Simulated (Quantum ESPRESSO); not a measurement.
# LaSi3Ir (I4mm): zone-centre phonons

Aim: the zone-centre modes of LaSi3Ir (I4mm).

Main program and level: Quantum ESPRESSO 7.5; DFT LDA, scalar-relativistic, plane waves, GBRV ultrasoft pseudopotentials.

This is a report of a sequence of runs, with most program output left out.

## 1. Set-up

Symmetry: I4mm, No. 107, tetragonal system. The conventional cell has a = 4.278 Å, b = 4.278 Å, c = 9.830 Å, α = 90.00°, β = 90.00°, γ = 90.00°. La has 12 Si at 3.15 to 3.34 Å and 5 Ir at 3.39 Å nearest. Si has 2 Ir at 2.38 Å and 6 Si at 2.60 to 3.03 Å and 4 La at 3.17 to 3.34 Å nearest. Si has 1 Ir at 2.40 Å and 4 Si at 2.60 Å and 4 La at 3.15 Å nearest. Nearest to Ir lie 5 Si at 2.38 to 2.40 Å and 5 La at 3.39 Å. Farther neighbours are not listed.

Coordinates:

```cif
data_structure
_symmetry_space_group_name_H-M 'P 1'
_symmetry_Int_Tables_number 1
_cell_length_a 5.7713
_cell_length_b 5.7713
_cell_length_c 5.7713
_cell_angle_alpha 136.491
_cell_angle_beta 136.491
_cell_angle_gamma 63.222
_cell_volume 89.95
loop_
_atom_site_label
_atom_site_type_symbol
_atom_site_fract_x
_atom_site_fract_y
_atom_site_fract_z
_atom_site_occupancy
La1 La 0.00000 0.00000 0.00000 1
Si2 Si 0.76150 0.26150 0.50000 1
Si3 Si 0.26150 0.76150 0.50000 1
Si4 Si 0.41120 0.41120 0.00000 1
Ir5 Ir 0.65530 0.65530 0.00000 1
```

## 2. A probe with smearing

A cheap run with smearing and empty bands tells whether the crystal has a gap, which decides between fixed occupations and smearing later on.

Contents of probe.in:

```
 &control
    calculation='scf',
    prefix='x',
    outdir='./tmp',
    pseudo_dir='./pseudo',
    tprnfor=.true.,
    tstress=.true.,
    verbosity='high',
 /
 &system
    ibrav=0,
    nat=5,
    ntyp=3,
    ecutwfc=40.0,
    ecutrho=240.0,
    occupations='smearing',
    smearing='gaussian',
    degauss=0.01,
 /
 &electrons
    conv_thr=1.0d-07,
    mixing_beta=0.7,
    electron_maxstep=100,
 /
ATOMIC_SPECIES
 La    138.9055  La.upf
 Si     28.0850  Si.upf
 Ir    192.2170  Ir.upf
CELL_PARAMETERS angstrom
    -2.139000000    2.139000000    4.915000000
     2.139000000   -2.139000000    4.915000000
     2.139000000    2.139000000   -4.915000000
ATOMIC_POSITIONS crystal
 La     0.000000000   0.000000000   0.000000000
 Si     0.761500000   0.261500000   0.500000000
 Si     0.261500000   0.761500000   0.500000000
 Si     0.411200000   0.411200000   0.000000000
 Ir     0.655300000   0.655300000   0.000000000
K_POINTS automatic
 6 6 6 0 0 0
```

Command:

```sh
$ OMP_NUM_THREADS=1 mpirun -n 4 pw.x -nk 4 -in probe.in > probe.out
```

Elapsed: 29 s, on 4 MPI ranks of Arm Neoverse V1, shared host; 1.9 min of CPU time.

Read from the output:

* volume per atom: 17.99 Å³
* pressure: -4.182 GPa
* gap on the k-mesh: 0 eV

No gap opens on this mesh, so smearing is kept; the start stands at -4.2 GPa.

## 3. Relaxation

The relaxation runs at a cutoff a fifth above that of the response, since stress converges more slowly with the basis than frequencies do. Forces and stress are brought to rest with tight thresholds.

relax.in, as its differences from probe.in of step 2:

```diff
@@ -1,3 +1,3 @@
  &control
-    calculation='scf',
+    calculation='vc-relax',
     prefix='x',
@@ -7,3 +7,5 @@
     tstress=.true.,
-    verbosity='high',
+    forc_conv_thr=2.0d-05,
+    etot_conv_thr=1.0d-07,
+    nstep=40,
  /
@@ -13,12 +15,17 @@
     ntyp=3,
-    ecutwfc=40.0,
-    ecutrho=240.0,
+    ecutwfc=48,
+    ecutrho=288.0,
     occupations='smearing',
-    smearing='gaussian',
-    degauss=0.01,
+    smearing='mv',
+    degauss=0.02,
  /
  &electrons
-    conv_thr=1.0d-07,
+    conv_thr=1.0d-11,
     mixing_beta=0.7,
     electron_maxstep=100,
+ /
+ &ions
+ /
+ &cell
+    press_conv_thr=0.2,
  /
```

Command:

```sh
$ OMP_NUM_THREADS=1 mpirun -n 4 pw.x -nk 4 -in relax.in > relax.out
```

It took 7.1 min on 4 MPI ranks.

The run stopped without converging: the BFGS search stopped short of its thresholds.

Forces and stress had fallen to the noise beside the minimum, so the last cell was taken on.

Over 15 steps the volume went from 17.99 to 17.46 Å³ an atom and the energy fell by 7.85 meV an atom.

## 4. Ground state

The response is built on this ground state, so it is converged far tighter than an energy would need. Smearing stays on, as the first look found no gap above 0.3 eV.

Contents of scf.in:

```
 &control
    calculation='scf',
    prefix='x',
    outdir='./tmp',
    pseudo_dir='./pseudo',
    tprnfor=.true.,
    tstress=.true.,
 /
 &system
    ibrav=0,
    nat=5,
    ntyp=3,
    ecutwfc=40.0,
    ecutrho=240.0,
    occupations='smearing',
    smearing='mv',
    degauss=0.02,
 /
 &electrons
    conv_thr=1.0d-12,
    mixing_beta=0.7,
    electron_maxstep=100,
 /
ATOMIC_SPECIES
 La    138.9055  La.upf
 Si     28.0850  Si.upf
 Ir    192.2170  Ir.upf
CELL_PARAMETERS angstrom
    -2.115188348    2.115188348    4.877673942
     2.115188348   -2.115188348    4.877673942
     2.115188348    2.115188348   -4.877673942
ATOMIC_POSITIONS crystal
 La    -0.001211041  -0.001211041   0.000000000
 Si     0.762256672   0.262256672   0.500000000
 Si     0.262256672   0.762256672   0.500000000
 Si     0.412588944   0.412588944   0.000000000
 Ir     0.653608754   0.653608754   0.000000000
K_POINTS automatic
 6 6 6 0 0 0
```

Command:

```sh
$ OMP_NUM_THREADS=1 mpirun -n 4 pw.x -nk 4 -in scf.in > scf.out
```

Wall time 43 s (4 MPI ranks); 2.8 min of CPU time.

Numbers from this step:

```
volume per atom : 17.46 Å³
pressure        : -0.128 GPa
```

The cell stands at -0.13 GPa, close enough for phonons.

## 5. Linear response at Γ

At q = 0 one unit cell holds all displacements; symmetry groups them into irreducible representations that are solved one by one. With smeared occupations no response to a homogeneous field can be asked.

Contents of ph.in:

```
phonons
 &inputph
    prefix='x',
    outdir='./tmp',
    fildyn='g.dyn',
    tr2_ph=1.0d-18,
    alpha_mix(1)=0.4,
    nmix_ph=8,
 /
0.000000000000 0.000000000000 0.000000000000
```

Command:

```sh
$ OMP_NUM_THREADS=1 mpirun -n 4 ph.x -nk 4 -in ph.in > ph.out
```

Elapsed: 22 min, on 4 MPI ranks.

This step gave:

- largest acoustic frequency at the zone centre before the sum rule: -5.96 cm⁻¹
- highest optical zone-centre mode (no LO-TO term): 387.8 cm⁻¹
- lowest optical zone-centre mode: 119.2 cm⁻¹

The acoustic modes at Γ come out as far as 6.0 cm⁻¹ from zero, where they should vanish, a small numerical error.

## 6. Zone-centre analysis

A rigid shift of the crystal must cost nothing, but grids and finite bases break this; the acoustic sum rule is imposed before the matrix is diagonalised again.

Contents of dynmat.in:

```
 &input
    fildyn='g.dyn',
    asr='crystal',
    fileig='dynmat.eig',
 /
```

Command:

```sh
$ dynmat.x -in dynmat.in > dynmat.out
```

Wall time 0.48 s (1 thread).

Unit eigenvectors of the mass-weighted matrix after the sum rule; no LO-TO term. The modes at Γ (shares of kinetic energy by element, %):

```tsv
mode	frequency (cm⁻¹)	La %	Si %	Ir %
1	0.0	33	20	46
2	0.0	33	20	46
3	0.0	33	20	46
4	119.2	53	6	41
5	119.2	53	6	41
6	134.9	63	4	33
7	167.4	9	87	4
8	167.4	9	87	4
9	281.5	4	96	0
10	281.5	4	96	0
11	297.4	0	100	0
12	307.0	3	78	19
13	386.9	0	91	9
14	386.9	0	91	9
15	387.8	1	98	1
```

Displacements in mode 5 (119.2 cm⁻¹), the largest set to 1:
```
La1  0.07  1.00  0.00
Si2 -0.04  0.20  0.00
Si3  0.01 -0.54  0.00
Si4  0.03  0.47  0.00
Ir5 -0.05 -0.74  0.00
```

Displacements in mode 15 (387.8 cm⁻¹), the largest set to 1:
```
La1  0.00  0.00  0.05
Si2  0.00  0.00 -0.46
Si3  0.00  0.00 -0.46
Si4  0.00  0.00  1.00
Ir5  0.00  0.00 -0.05
```

The rule moves no optical mode by more than 0.1 cm⁻¹.

## 7. Sum rules set otherwise (asr simple)

The rule can be imposed in more than one way; the choices should agree where the raw error is small.

Contents of dynmat.in:

```
 &input
    fildyn='g.dyn',
    asr='simple',
    fileig='dynmat.eig',
 /
```

Command:

```sh
$ dynmat.x -in dynmat.in > dynmat.out
```

Run time: 0.45 s. Hardware: 1 thread.

Numbers from this step:

- lowest optical zone-centre mode: 119.3 cm⁻¹

Zone-centre frequencies as printed; negative means imaginary. Modes:

```tsv
mode	frequency (cm⁻¹)
1	0
2	0
3	0
4	119.3
5	119.3
6	135
7	167.6
8	167.6
9	281.6
10	281.6
11	297.4
12	307.1
13	387
14	387
15	387.8
```

Against the first rule no mode moves by more than 0.2 cm⁻¹.

## 8. Sum rules set otherwise (asr no)

Without the rule the raw error of the acoustic modes shows.

Contents of dynmat.in:

```
 &input
    fildyn='g.dyn',
    asr='no',
    fileig='dynmat.eig',
 /
```

Command:

```sh
$ dynmat.x -in dynmat.in > dynmat.out
```

Wall time 0.45 s (1 thread).

Numbers from this step:

| Quantity | Value |
| --- | --- |
| lowest optical zone-centre mode | 119.2 cm⁻¹ |

Zone-centre frequencies as printed; negative means imaginary. Modes:

```tsv
mode	frequency (cm⁻¹)
1	-5.96
2	-5.96
3	-5.66
4	119.2
5	119.2
6	134.9
7	167.4
8	167.4
9	281.5
10	281.5
11	297.4
12	307
13	386.9
14	386.9
15	387.8
```

Against the first rule no mode moves by more than 6.0 cm⁻¹.

## 9. What came out

```json
{
  "volume per atom": "17.5 Å³",
  "highest optical zone-centre mode (no LO-TO term)": "387.8 cm⁻¹",
  "lowest optical zone-centre mode": "119.2 cm⁻¹",
  "imaginary optical modes at the zone centre (no q mesh in this session)": "none"
}
```

At the LDA level the optical modes of LaSi3Ir (I4mm) at the zone centre run from 119 to 388 cm⁻¹. Of the 12 optical modes, 11 are both infrared and Raman active and 1 is Raman active alone. These are harmonic frequencies at zero temperature: anharmonic shifts and linewidths and thermal expansion are left out. Spin-orbit coupling is left out, which can matter for the heavy elements here. In a metal the frequencies hang on the k mesh and the smearing, most of all near Kohn anomalies.

[Host names and launcher messages were left out of these logs when they were recorded.]

[Logs are printed without paths, hosts, clocks, repeated set-up lines and the standing remarks that a program may print on its own settings, such as how far it seeks lower states.]

[Hosts, paths, dates, database ids (printed as entryN), source tags and the programs' standing remarks are cut or masked in the printed files.]
